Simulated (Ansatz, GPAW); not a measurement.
# Screening of a field by 1T-SnSeTe bilayer, AA, part 2 of 2

How does 1T-SnSeTe bilayer, AA screen a perpendicular field?

GPAW 26.7.0 and Ansatz 0.2.0; Ansatz plane waves; layer without images along its normal, relaxation of atoms and in-plane cell, with D3(BJ) dispersion (the session's first sound run).

So far. Step 5 (In a field): The dipole is now -0.119 e Å, against -0.031 in the run without a field. Step 8 (Field on): The dipole is now 0.0585 e Å, against -0.031 in the run without a field.

### 9. Field on

Contents of run.py:

```python
import json
import numpy as np
from ase import Atoms
from gpaw import GPAW, PW
from gpaw.external import ConstantElectricField

slab = Atoms(
    ['Te', 'Sn', 'Se', 'Te', 'Sn', 'Se'],
    positions=[
        [1.97657, 1.14117, 7.00000],
        [0.00000, -0.00000, 8.83560],
        [0.00000, 2.28235, 10.41604],
        [1.97657, 1.14117, 13.19198],
        [-0.00000, 0.00000, 15.03863],
        [0.00000, 2.28235, 16.60623]],
    cell=[[3.95314, 0.0, -0.0], [-1.97657, 3.42352, 0.0], [-0.0, 0.0, 23.6062]],
    pbc=[True, True, False])

slab.calc = GPAW(mode=PW(400), xc='PBE', kpts={'size': (9, 9, 1), 'gamma': True},
                 occupations={'name': 'fermi-dirac', 'width': 0.05}, nbands='140%',
                 convergence={'density': 1e-05}, maxiter=200,
                 poissonsolver={'dipolelayer': 'xy'},
                 external=ConstantElectricField(0.2, [0, 0, 1]),
                 symmetry={'tolerance': 1e-3}, txt='slab.txt')
result = {}
energy = slab.get_potential_energy()
fermi = slab.calc.get_fermi_level()
v = slab.calc.get_electrostatic_potential().mean((0, 1)) - fermi
n = slab.calc.get_pseudo_density().mean((0, 1))
L = slab.cell[2, 2]
z = np.arange(len(v)) * L / len(v)
low, high = slab.positions[:, 2].min(), slab.positions[:, 2].max()
below, above = np.interp([low - 4.8, high + 4.8], z, v)
slopes = [np.interp(x, z, np.gradient(v, z)) for x in (low - 4.8, high + 4.8)]
eps = np.array([[slab.calc.get_eigenvalues(k, s) for k in range(len(slab.calc.get_ibz_k_points()))]
                for s in range(slab.calc.get_number_of_spins())]) - fermi
top, bottom = eps[eps < 0].max(), eps[eps > 0].min()
dipole = slab.get_dipole_moment()[2]
print(f'energy {energy:.4f} eV, Fermi level {fermi:.4f} eV, dipole {dipole:.5f} e A')
print(f'potential 4.8 A off the faces, from the Fermi level: lower {below:.4f} eV, upper {above:.4f} eV')
print(f'slope of the potential there: lower {slopes[0]:.5f}, upper {slopes[1]:.5f} eV/A')
print(f'nearest levels on the mesh: {top:.4f} and {bottom:.4f} eV')
print('magnetic moment', round(slab.get_magnetic_moment(), 3))
result.update(energy=energy, fermi=fermi, dipole=dipole, below=below, above=above, slopes=slopes, edges=[top, bottom],
              z=z.tolist(), v=v.tolist(), n=n.tolist(), positions=slab.positions.tolist(),
              forces=slab.get_forces(apply_constraint=False).tolist(), moments=slab.get_magnetic_moments().tolist())
json.dump(result, open('result.json', 'w'))
```

Launch:

```console
$ OMP_NUM_THREADS=1 OPENBLAS_NUM_THREADS=1 python run.py
```

The job ended after 3.2 min (1 thread of Arm Neoverse V1, shared host; peak memory 0.44 GiB).

Table of electrostatic potential energy of an electron (without an applied field's), less the Fermi level, planar mean by z:

```
z (Å)  electrostatic potential energy of an electron (without an applied field's), less the Fermi level, planar mean (eV)
  0.0                                                                                                                5.16
  0.5                                                                                                                6.14
  1.0                                                                                                                6.14
  1.5                                                                                                                6.14
  2.0                                                                                                                6.14
  2.5                                                                                                                6.14
  3.0                                                                                                                6.14
  3.5                                                                                                                6.14
  4.0                                                                                                                6.13
  4.5                                                                                                                6.09
  5.0                                                                                                                5.92
  5.5                                                                                                                5.29
  6.0                                                                                                                2.86
  6.5                                                                                                               -5.17
  7.0                                                                                                               -14.5
  7.5                                                                                                               -6.56
  8.0                                                                                                               -2.32
  8.5                                                                                                               -9.17
  9.0                                                                                                               -12.1
  9.5                                                                                                               -4.44
 10.0                                                                                                               -6.60
 10.5                                                                                                               -12.3
 11.0                                                                                                               -1.36
 11.5                                                                                                                3.16
 12.0                                                                                                                2.76
 12.5                                                                                                               -2.40
 13.0                                                                                                               -13.8
 13.5                                                                                                               -11.9
 14.0                                                                                                               -3.67
 14.5                                                                                                               -6.63
 15.0                                                                                                               -14.2
 15.5                                                                                                               -8.41
 16.0                                                                                                               -5.39
 16.5                                                                                                               -13.6
 17.0                                                                                                               -6.39
 17.5                                                                                                                1.49
 18.0                                                                                                                3.57
 18.5                                                                                                                4.04
 19.0                                                                                                                4.14
 19.5                                                                                                                4.17
 20.0                                                                                                                4.17
 20.5                                                                                                                4.17
 21.0                                                                                                                4.17
 21.5                                                                                                                4.17
 22.0                                                                                                                4.17
 22.5                                                                                                                4.17
 23.0                                                                                                                4.17
 23.5                                                                                                                4.85
```

The dipole is now 0.147 e Å, against -0.031 in the run without a field.

### 10. Field on

run.py: that of step 9 with these lines changed.

```diff
@@ -22,3 +22,3 @@
                  poissonsolver={'dipolelayer': 'xy'},
-                 external=ConstantElectricField(0.2, [0, 0, 1]),
+                 external=ConstantElectricField(0.3, [0, 0, 1]),
                  symmetry={'tolerance': 1e-3}, txt='slab.txt')
```

Elapsed: 3.7 min, on 1 thread; peak memory 0.44 GiB.

The electrostatic potential energy of an electron (without an applied field's), less the Fermi level, planar mean oscillates, so the rows of the table below give means over windows of 1 Å about each position, cut where the curve ends. Its maxima inside the range that stand out by 2 % of the span (Å: eV): 2.0: 6.76, 7.9: -1.78, 9.7: -3.37, 11.7: 3.46, 14.1: -3.51, 15.9: -5.32. Its minima: 7.1: -14.1, 8.9: -12.9, 10.4: -12.9, 13.2: -16.0, 15.1: -14.7, 16.5: -14.6.

The electrostatic potential energy of an electron (without an applied field's), less the Fermi level, planar mean by z; means over each step:

```
z (Å)  electrostatic potential energy of an electron (without an applied field's), less the Fermi level, planar mean (eV)
    0                                                                                                                6.17
    1                                                                                                                6.75
    2                                                                                                                6.75
    3                                                                                                                6.75
    4                                                                                                                6.73
    5                                                                                                                6.45
    6                                                                                                                2.45
    7                                                                                                               -10.6
    8                                                                                                               -3.92
    9                                                                                                               -9.79
   10                                                                                                               -7.43
   11                                                                                                               -2.63
   12                                                                                                                1.95
   13                                                                                                               -11.4
   14                                                                                                               -5.88
   15                                                                                                               -11.9
   16                                                                                                               -7.96
   17                                                                                                               -7.16
   18                                                                                                                2.75
   19                                                                                                                3.56
   20                                                                                                                3.60
   21                                                                                                                3.60
   22                                                                                                                3.60
   23                                                                                                                3.75
```

The dipole is now 0.236 e Å, against -0.031 in the run without a field.

### 11. The series

The members are put on one axis.

This step: induced dipole against applied field (GPAW 26.7.0).

Dipole along the normal against field:

```csv
field (V/Å),dipole along the normal (e·Å)
-0.200,-0.208
-0.100,-0.119
-0.050,-0.0747
0.000,-0.0307
0.050,0.0141
0.100,0.0585
0.200,0.147
0.300,0.236
```

### 12. Outcome

- work function, upper and lower face: 5.326 and 4.921 eV
- dipole along the normal: -0.0307 e Å
- induced dipole per field: 0.888 e Å per V/Å
- out-of-plane polarisability per area, α/(ε0 A): 11.9 Å

The field induces 0.888 e Å per V/Å, a polarisable thickness α/(ε0 A) of 11.9 Å beside 9.61 Å between the outermost nuclei. A perfect conductor would give the distance between its two image planes; a dielectric of thickness t gives t(1 - 1/ε). The two faces differ by 0.41 eV, the step that the slab's dipole makes (e p/(ε0 A) gives 0.41 eV), so the dipole layer is needed. The induced dipole is linear in the field over this range. The starting lattice was a guess from atomic radii; the relaxation moved it by 3 %. The layers' spacing was relaxed with a D3(BJ) dispersion term, which the later single points do not need. The layer's cell and atoms come from the relaxation; spin-orbit coupling and temperature are left out.

[Logs are printed without paths, hosts, clocks, repeated set-up lines and the standing remarks that a program may print on its own settings, such as how far it seeks lower states.]

[Hosts, paths, dates, database ids (printed as entryN), source tags and the programs' standing remarks are cut or masked in the printed files.]
